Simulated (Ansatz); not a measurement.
**Ta2NF2 monolayer: from the cell to its phonons**

Wanted: vibrations and spectra of Ta2NF2 monolayer; the cell is already relaxed. After the zone centre comes a 6×6×1 q mesh on a 12×12×1 k mesh.

Method: DFT PBE, scalar-relativistic, plane waves, PAW, in Ansatz 0.2.0.

**1. Starting point**

The cell holds 5 atoms: 1 N, 2 Ta and 2 F. Its edges and angles: a = 3.303 Å, b = 3.303 Å, c = 33.200 Å, α = 90.0°, β = 90.0°, γ = 120.0°. Vacuum lies along c.

**2. Zone-centre response**

The cell comes from relaxations at this level that are not shown. The zone centre comes first: it holds the modes that light can see, as far as symmetry allows. No field response is asked, since the mesh shows no gap.

The input, input.yaml:

```yaml
crystal:
  lattice:
    - [3.302644516, 0.0, 0.0]
    - [-1.651322258, 2.8601740505, 0.0]
    - [0.0, 0.0, 33.2]
  atoms:
    - { symbol: "N", position: [0.0, 0.0, 0.3012048193] }
    - { symbol: Ta, position: [0.3333333333, 0.6666666667, 0.3310637257] }
    - { symbol: Ta, position: [0.6666666667, 0.3333333333, 0.2713459129] }
    - { symbol: F, position: [0.6666666667, 0.3333333333, 0.3712001814] }
    - { symbol: F, position: [0.3333333333, 0.6666666667, 0.2312094572] }
  periodic: [true, true, false]
kpoints:
  mp_grid: { grid: [12, 12, 1] }
hamiltonian:
  xc: pbe
scf:
  occupations: { method: methfessel_paxton, width: 0.15 }
output:
  eigenvalues: true
phonons:
  method: dfpt
```

Run with:

```console
$ ansatz run input.yaml --threads 8 --pin off --max-ram 14336MiB --backend cpu --events-out ev --progress --plain --runs-dir out
```

Numbers of over 12 decimals in the logs are rounded to 6 here.

The program printed:

```text
Warning: crystal.symmetry: narrowed to the stabiliser of the run's FFT grids — unitary ops 12 → 6. A phonons.method: dfpt run fills in the rows of the dynamical matrix that it does not solve by its symmetry operations, which is exact only for operations that map its FFT grids onto themselves: filled in by any other, the frequencies could depend on the order in which like atoms are typed, or, by more than the grids' own error, on where the crystal sits among the grids' points. Excluded: 6 operations. The run can therefore solve more perturbations, solve them on more k-points, or both, and cost more. [rest of the remark cut]
Engine: ansatz 0.2.0, aarch64-unknown-linux-gnu
Pseudopotentials: kind: paw
Pseudopotential: N, paw, valence charge 5, recommended cutoff 420 eV (normal), N.paw.azcp
Pseudopotential: Ta, paw, valence charge 13, recommended cutoff 420 eV (normal), Ta.paw.azcp
Pseudopotential: F, paw, valence charge 7, recommended cutoff 420 eV (normal), F.paw.azcp
Functional definition: PBE
  parameter kappa = 0.804
  parameter beta = 0.066725
  exchange = pbe_x(kappa = kappa, mu = beta*pi^2/3)
  correlation = pbe_c(beta = beta)
Crystal: 5 atoms, lattice volume = 313.612 Å³
Basis set: ecut = 420 eV, 6243 PW (Γ), exchange–correlation on 48×48×450 points (8 copies of the dense FFT grid, shifted against one another)
Bands: 28, of which v1, the nominal top of the filled ones, is band 23 counted from 1 (22 counted from 0)
Symmetry: 12 space group operations
k-points: 43 of 144 (irreducible under 2 space group operations, time reversal used)
Non-local potential: N, projectors of the file, l = 0: 2, l = 1: 2, l = 2: 1
Non-local potential: Ta, projectors of the file, l = 0: 3, l = 1: 2, l = 2: 2, l = 3: 1
Non-local potential: F, projectors of the file, l = 0: 2, l = 1: 2, l = 2: 1
PAW form: soft (Blöchl's): semilocal exchange-correlation on the pseudo side does not see the compensation charge
PAW one-centre angular grid: N, 110 points (default); XC on 64 Gauss nodes
PAW one-centre angular grid: Ta, 590 points (default); XC on 64 Gauss nodes
PAW one-centre angular grid: F, 110 points (default); XC on 64 Gauss nodes
Initial density: superposition of atomic densities (neutral atoms: chi_scale 0, normalization atom), corrected by the library's trained network
Initial wavefunctions: pseudopotential atomic-orbital guess
Functional: x = pbe(κ = 0.804, μ = 0.219515), c = pbe(β = 0.066725)
SCF iter   1: F=—  HF=-21867.251258 eV  |F-HF|=—  |Δ(HF+E_count)|=         —  Δρ=4.42e-3  dr2=6.05e-2  ethr=1.77e-3  ⟨swp⟩=11.5  Hψ=8612  notcnv=0
preconditioner: auto → LDOS  [insulator: Δε(μ)=0.153 eV  Ē_g=9.116 eV  σ=0.150 eV  W_gap=0.68  n_scr=20 (ndim 8)  ℏωp=10.5 eV  f_vac=0.784  D(μ)=1.68/eV (n_scr^D=10)  ε∞_Penn≈2.3  β→1.0]
SCF iter   2: F=—  HF=-21867.245326 eV  |F-HF|=—  |Δ(HF+E_count)|=   5.93e-3  S|Δr|=    0.00e0  Δρ=1.83e-3  dr2=8.71e-3  ethr=1.34e-4  ⟨swp⟩=3.6  Hψ=3298  notcnv=0  defer=26
SCF iter   3: F=—  HF=-21867.243616 eV  |F-HF|=—  |Δ(HF+E_count)|=   1.71e-3  S|Δr|=    0.00e0  Δρ=7.45e-4  dr2=1.43e-3  ethr=1.94e-5  ⟨swp⟩=3.8  Hψ=3109  notcnv=0  defer=26
SCF iter   4: F=—  HF=-21867.243283 eV  |F-HF|=—  |Δ(HF+E_count)|=   3.34e-4  S|Δr|=    0.00e0  Δρ=1.26e-4  dr2=4.63e-5  ethr=3.17e-6  ⟨swp⟩=3.1  Hψ=2435  notcnv=0  defer=26
SCF iter   5: F=—  HF=-21867.243304 eV  |F-HF|=—  |Δ(HF+E_count)|=   2.19e-5  S|Δr|=    0.00e0  Δρ=4.07e-5  dr2=3.82e-6  ethr=1.03e-7  ⟨swp⟩=3.8  Hψ=2903  notcnv=0  defer=26
SCF iter   6: F=—  HF=-21867.243128 eV  |F-HF|=—  |Δ(HF+E_count)|=   1.77e-4  S|Δr|=    0.00e0  Δρ=8.70e-6  dr2=1.97e-7  ethr=8.48e-9  ⟨swp⟩=3.2  Hψ=2654  notcnv=0  defer=18
SCF iter   7: F=—  HF=-21867.243128 eV  |F-HF|=—  |Δ(HF+E_count)|=   6.69e-7  S|Δr|=    0.00e0  Δρ=1.62e-6  dr2=4.71e-9  ethr=4.37e-10  ⟨swp⟩=3.9  Hψ=2816  notcnv=0  defer=18
SCF iter   8: F=—  HF=-21867.243129 eV  |F-HF|=—  |Δ(HF+E_count)|=   4.63e-8  S|Δr|=    0.00e0  Δρ=3.18e-7  dr2=1.42e-10  ethr=1.05e-11  ⟨swp⟩=3.6  Hψ=2815  notcnv=0  defer=18
SCF iter   9: F=—  HF=-21867.243129 eV  |F-HF|=—  |Δ(HF+E_count)|=   5.60e-9  S|Δr|=    0.00e0  Δρ=7.04e-8  dr2=1.02e-11  ethr=1.00e-12  ⟨swp⟩=22.3  Hψ=11805  notcnv=0
SCF iter  10: F=-21867.243129 eV  HF=-21867.243129 eV  |F-HF|=1.60e-10  |Δ(HF+E_count)|=  4.73e-11  S|Δr|=    0.00e0  Δρ=1.40e-8  dr2=4.86e-13  ethr=1.00e-12  ⟨swp⟩=9.4  Hψ=7638  notcnv=0
SCF 1 converged in 10 iterations: F = -21867.243129 eV  dr2 = 4.86e-13
  greatest PAW one-centre occupation: 0.999 electrons in one spin orbital (limit 2), on the Ta atom at site 2 (counted from 0), in its partial waves of l = 0
DFPT response loops at Γ: preconditioner auto → none (partly filled bands, converged f_vac=0.785); β = 0.50; Broyden in place of MSR1
SCF converged after 10 iterations
Stability not checked: this state was not tested for a lower state beside it, because cold or Methfessel-Paxton smearing, or corrected tetrahedra, fill the levels in a way that the test cannot read (fill_not_monotonic; see scf.lower_state_search)
Free energy (F): -21867.243129 eV
Harris-Foulkes:  -21867.243129 eV  (|F-HF|=1.60e-10)
Internal energy: -21867.244980 eV  (E = F + TS)
E sigma→0 (E₀):  -21867.243592 eV
Entropy (-TS):   0.001852 eV (0.370 meV/atom)
Fermi energy:    -3.644236 eV
--- Per-component energies (eV) ---
  E_band       = -1159.140272
  E_kinetic    = 1281.769754
  E_local      = -128525.088286  (includes V_loc(G=0)·N_el)
  E_nonlocal   = 222.715473
  E_hartree    = 63464.756657
  E_xc         = -657.317925
  E_vxc        = -690.043774  (∫ρ·V_xc dr)
  E_paw        = -17322.198514  (= ΣΔE_a)
  E_vpaw       = -378.011224  (= ΣTr[D̂ρ^β])
  E_aug_tail   = 0.004594  (compensation charges beyond the density's cutoff)
  E_ewald      = 59668.113267
  E_smearing   = 0.001852  (= −TS)
  E_closure    = -0.000000  (closes the sum)
  Σ components = -21867.243129   (vs F -21867.243129, Δ=0.00e0)
--- Band table (eV; the first three rows and the last of 43) ---
  k-point 0: bands = [... 19 lower, -9.9908, -6.0481, -6.0481, -4.3233, -3.7453, -2.4446, -1.9990, -1.9990, ... 1 higher]
  k-point 1: bands = [... 19 lower, -9.9624, -6.2098, -5.9122, -4.1401, -3.4234, -2.6569, -2.4450, -2.0153, ... 1 higher]
  k-point 2: bands = [... 19 lower, -9.9438, -6.5332, -5.5308, -3.9745, -2.9553, -2.7573, -2.4908, -1.9766, ... 1 higher]
  k-point 42: bands = [... 19 lower, -10.0713, -6.1838, -5.5922, -3.5299, -1.8891, -1.8647, -1.3506, -0.9984, ... 1 higher]
--- Phonons (Γ-DFPT): 10 representative perturbations + reference, on 43 of 144 k-points (Σ response iterations 55) ---
  ASR residual: 2.481e-5 → 0.000e0 eV/Å²; symmetrization residual: 7.979e-6 eV/Å²
  The last average, over the group as it would stand without the narrowing to the FFT grids, took up to 3.983e-6 eV/Å² of the zone centre's force constants
  ASR residual per site (eV/Å²): 4.53e-6 5.53e-6 1.44e-5 2.48e-5 2.28e-5
  Γ frequencies (cm⁻¹): 0.00 0.00 0.00 107.82 107.82 179.16 179.16 193.19 193.19 229.62 343.35 360.80 425.74 608.66 608.66
  non-analytic LO–TO correction: not included (Born effective charges unavailable; polar crystals: no LO–TO splitting at Γ)
```

Elapsed: 76 s, on 8 threads of Arm Neoverse V2, shared host; peak memory 1.7 GiB.

Numbers from this step:

```yaml
gap_on_the_k_mesh: 0 eV
sum_rule_residual_before_enforcement: 2.48e-5 eV/Å²
point_group: -3m
area_per_atom: 1.889 Å²
highest_optical_mode_at_the_zone_centre_no_lo_to_term: 608.7 cm⁻¹
lowest_optical_zone_centre_mode: 107.8 cm⁻¹
```

Patterns of degenerate modes are one choice out of their space. Modes at Γ, with each element's share of the kinetic energy:

| mode | frequency (cm⁻¹) | symmetry | N % | Ta % | F % |
| --- | --- | --- | --- | --- | --- |
| 1 | 0.0 | acoustic | 3 | 87 | 9 |
| 2 | 0.0 | acoustic | 3 | 87 | 9 |
| 3 | 0.0 | acoustic | 3 | 87 | 9 |
| 4 | 107.8 | Eg | 0 | 73 | 27 |
| 5 | 107.8 | Eg | 0 | 73 | 27 |
| 6 | 179.2 | Eu | 0 | 9 | 91 |
| 7 | 179.2 | Eu | 0 | 9 | 91 |
| 8 | 193.2 | Eg | 0 | 27 | 73 |
| 9 | 193.2 | Eg | 0 | 27 | 73 |
| 10 | 229.6 | A1g | 0 | 80 | 20 |
| 11 | 343.4 | A2u | 9 | 12 | 79 |
| 12 | 360.8 | A1g | 0 | 20 | 80 |
| 13 | 425.7 | A2u | 88 | 1 | 12 |
| 14 | 608.7 | Eu | 96 | 4 | 0 |
| 15 | 608.7 | Eu | 96 | 4 | 0 |

Displacements in mode 5 (107.8 cm⁻¹), the largest set to 1:
```
N1   0.00  0.00  0.00
Ta2  0.54  0.03  0.00
Ta3 -0.54 -0.03  0.00
F4   1.00  0.05  0.00
F5  -1.00 -0.05  0.00
```

Displacements in mode 9 (193.2 cm⁻¹), the largest set to 1:
```
N1   0.00  0.00  0.00
Ta2  0.20 -0.01  0.00
Ta3 -0.20  0.01  0.00
F4  -1.00  0.03  0.00
F5   1.00 -0.03  0.00
```

Before it was imposed, the acoustic sum rule was missed by 2.5e-5 eV/Å². Small misses are needed for a sound result but don't prove that mesh and cutoff are converged. The lowest optical mode is real, 108 cm⁻¹.

**3. Phonons on a q mesh**

Stability and thermal properties need the whole zone. Linear response on a 6×6×1 q mesh gives force constants as far as a supercell of that size would.

Changes to input.yaml since step 2:

```diff
@@ -22 +22,10 @@
   method: dfpt
+  qmesh: [6, 6, 1]
+  temperatures: { t_max: 1000, t_step: 50 }
+  qpath:
+    path:
+      - [0.0, 0.0, 0.0]
+      - [0.5, 0.0, 0.0]
+      - [0.33333333, 0.33333333, 0.0]
+      - [0.0, 0.0, 0.0]
+    npoints: 10
```

The program printed:

```text
[...]
Crystal: 5 atoms, lattice volume = 313.612 Å³
Basis set: ecut = 420 eV, 6243 PW (Γ), exchange–correlation on 48×48×450 points (8 copies of the dense FFT grid, shifted against one another)
Bands: 28, of which v1, the nominal top of the filled ones, is band 23 counted from 1 (22 counted from 0)
Symmetry: 12 space group operations
k-points: 19 of 144 (irreducible under 6 space group operations, time reversal used)
[...]
SCF iter   1: F=—  HF=-21867.251198 eV  |F-HF|=—  |Δ(HF+E_count)|=         —  Δρ=4.42e-3  dr2=6.06e-2  ethr=1.77e-3  ⟨swp⟩=11.5  Hψ=3816  notcnv=0
[...]
SCF iter  10: F=-21867.243129 eV  HF=-21867.243129 eV  |F-HF|=6.18e-11  |Δ(HF+E_count)|=  1.64e-10  S|Δr|=    0.00e0  Δρ=1.50e-8  dr2=5.35e-13  ethr=1.00e-12  ⟨swp⟩=9.6  Hψ=3353  notcnv=0
SCF 1 converged in 10 iterations: F = -21867.243129 eV  dr2 = 5.35e-13
[...]
phonons: the bands overlap, so this run is a metal and interpolates without the dipole-dipole term. If the crystal is really an insulator or semiconductor, its LO-TO splitting is missing
NSCF: frozen V_eff on 19 k-points
WARN: eigensolver did not converge (k=1): 1 band(s) unlocked after 2 eigensolves, warm-restarted (20 sweeps on the last) at ethr=1.69e-12 eV (storage-precision floor; scheduled 1.00e-12 eV) (lowest unlocked band 27, counted from 0; max residual 3.05e-5 eV among the unlocked bands, 3.05e-5 eV over every band; other slots of this pass that fall short are told together in one closing line; warning suppressed until the next SCF loop or pass starts)
WARN: eigensolver did not converge in 3 slots of this pass, the one above among them; of largest residual over every band (k=3): 1 band(s) unlocked (lowest unlocked band 27, counted from 0; max residual 2.87e-4 eV among the unlocked bands, 2.87e-4 eV over every band); of lowest unlocked band (k=1): band 27
[...]
DFPT response loops at q = (0, 0, 0) (fractional): preconditioner auto → none (partly filled bands, converged f_vac=0.785); β = 0.50; Broyden in place of MSR1
[...]
SCF converged after 10 iterations
[...]
Free energy (F): -21867.243129 eV
[...]
Internal energy: -21867.244980 eV  (E = F + TS)
E sigma→0 (E₀):  -21867.243592 eV
Entropy (-TS):   0.001852 eV (0.370 meV/atom)
Fermi energy:    -3.644236 eV
[...]
--- Band table (eV; the first three rows and the last of 19) ---
  k-point 0: bands = [... 19 lower, -9.9908, -6.0481, -6.0481, -4.3233, -3.7453, -2.4446, -1.9990, -1.9990, ... 1 higher]
  k-point 1: bands = [... 19 lower, -9.9624, -6.2098, -5.9122, -4.1401, -3.4234, -2.6569, -2.4450, -2.0153, ... 1 higher]
  k-point 2: bands = [... 19 lower, -9.9438, -6.5332, -5.5308, -3.9745, -2.9553, -2.7573, -2.4908, -1.9766, ... 1 higher]
  k-point 18: bands = [... 19 lower, -10.1103, -5.2577, -5.2577, -5.1734, -1.5991, -1.5991, -1.2743, -0.4684, ... 1 higher]
--- Phonons (Γ-DFPT): 10 representative perturbations + reference (Σ response iterations 52) ---
  ASR residual: 1.558e-5 → 0.000e0 eV/Å²; symmetrization residual: 4.651e-6 eV/Å²
[...]
ASR residual per site (eV/Å²): 1.56e-5 1.05e-5 9.99e-6 7.74e-6 1.01e-5
[...]
--- Phonons (arbitrary-q DFPT): 7 irreducible q on the 6×6×1 mesh ---
  q = [0.0000, 0.0000, 0.0000] (star 1, of the zone-centre solve; hermiticity 3.37e-7, symmetrization 2.31e-14, taken by the last average 6.85e-8): -0.00 0.00 0.00 107.82 107.82 179.16 179.16 193.19 193.19 229.62 343.35 360.80 425.74 608.66 608.66
  q = [0.0000, 0.1667, 0.0000] (star 6, 15 solved perturbations on 78 of 144 k-point pairs; hermiticity 2.18e-7, symmetrization 4.07e-11, taken by the last average 2.19e-7): -65.41 -21.55 34.29 91.60 96.97 179.71 182.97 192.35 192.83 211.73 330.94 334.21 400.00 594.86 604.45
[...]
q = [0.1667, 0.1667, 0.0000] (star 6, 10 solved perturbations in 1110 linear systems a pass and spin channel, the states on 144 of 144 k-point pairs; hermiticity 5.50e-7, symmetrization 1.08e-10, taken by the last average 4.14e-7): -74.58 -38.25 78.74 89.81 119.02 170.90 182.77 183.08 193.26 203.35 313.45 327.40 389.75 604.52 605.43
[...]
sum rule: each row above includes the acoustic sum rule's correction from the zone centre's row sums; it moved no ω² by more than (0.55 cm⁻¹)²
  mesh force constants: q→R imaginary residual 2.90e-18; ASR residual 1.558e-5 → 0.000e0 eV/Å²; symmetrization residual 7.105e-15 eV/Å²
  interpolated dispersion: 31 rows × 15 modes
  density of states and harmonic sums: on the 24×24×1 q-mesh, interpolated from the force constants of a 6×6×1 supercell (no non-analytic term)
  largest difference from the sums on the solved wave vectors: F 3.41e-2 eV, S 4.00e-5 and C_V 6.26e-6 eV/K
  zero-point energy: 0.214083 eV/cell   skipped modes (ω ≤ 0): 124, of them read as no rigid motion or as one in doubt: 121 (2.010e0 modes/cell left out, lowest -124.07 cm⁻¹)   left out of the sums: 1.34e-1 of the cell's modes: C_V's classical limit lies that fraction below 3 k_B per atom; for a crystal, a wire or a layer, F and S can be off by more, and a phonons.interpolated_qmesh denser along its periods is the remedy for the sampling
```

Run time: 15 min. Hardware: 8 threads; peak memory 3 GiB.

This step gave:

| Item | Value |
| --- | --- |
| sum-rule residual before enforcement | 1.56e-5 eV/Å² |
| lowest frequency on the path | -124.1 cm⁻¹ |
| highest frequency on the path or at a solved wavevector | 611.7 cm⁻¹ |
| lowest mode on the q mesh (acoustic modes at Γ apart) | -124.1 cm⁻¹ |

Frequencies (cm⁻¹) solved at each irreducible wavevector; negative means imaginary. Frequencies by wavevector, by row:

| q in reciprocal lattice units | star | mode 1 | mode 2 | mode 3 | mode 4 | mode 13 | mode 14 | mode 15 |
| --- | --- | --- | --- | --- | --- | --- | --- | --- |
| 0 0 0 | 1 | 0 | 0 | 0 | 107.8 | 425.7 | 608.7 | 608.7 |
| 0 0.1667 0 | 6 | -65.4 | -21.6 | 34.3 | 91.6 | 400 | 594.9 | 604.5 |
| 0 0.3333 0 | 6 | -73.4 | -17.1 | 96.3 | 102.9 | 398.9 | 602 | 611.6 |
| 0 -0.5 0 | 3 | -124.1 | -33.6 | 100.2 | 123.9 | 401.9 | 585.2 | 602 |
| 0.1667 0.1667 0 | 6 | -74.6 | -38.2 | 78.7 | 89.8 | 389.8 | 604.5 | 605.4 |
| 0.1667 0.3333 0 | 12 | -100.9 | -84.3 | 63.4 | 120 | 396.4 | 593 | 605.2 |
| 0.3333 0.3333 0 | 2 | -103.1 | -82.2 | -82.2 | 140.9 | 394 | 604.4 | 604.4 |

(Part 1 of 2 ends here.)

[Logs are printed without paths, hosts, clocks, repeated set-up lines and the standing remarks that a program may print on its own settings, such as how far it seeks lower states.]

[Hosts, paths, dates, database ids (printed as entryN), source tags and the programs' standing remarks are cut or masked in the printed files.]
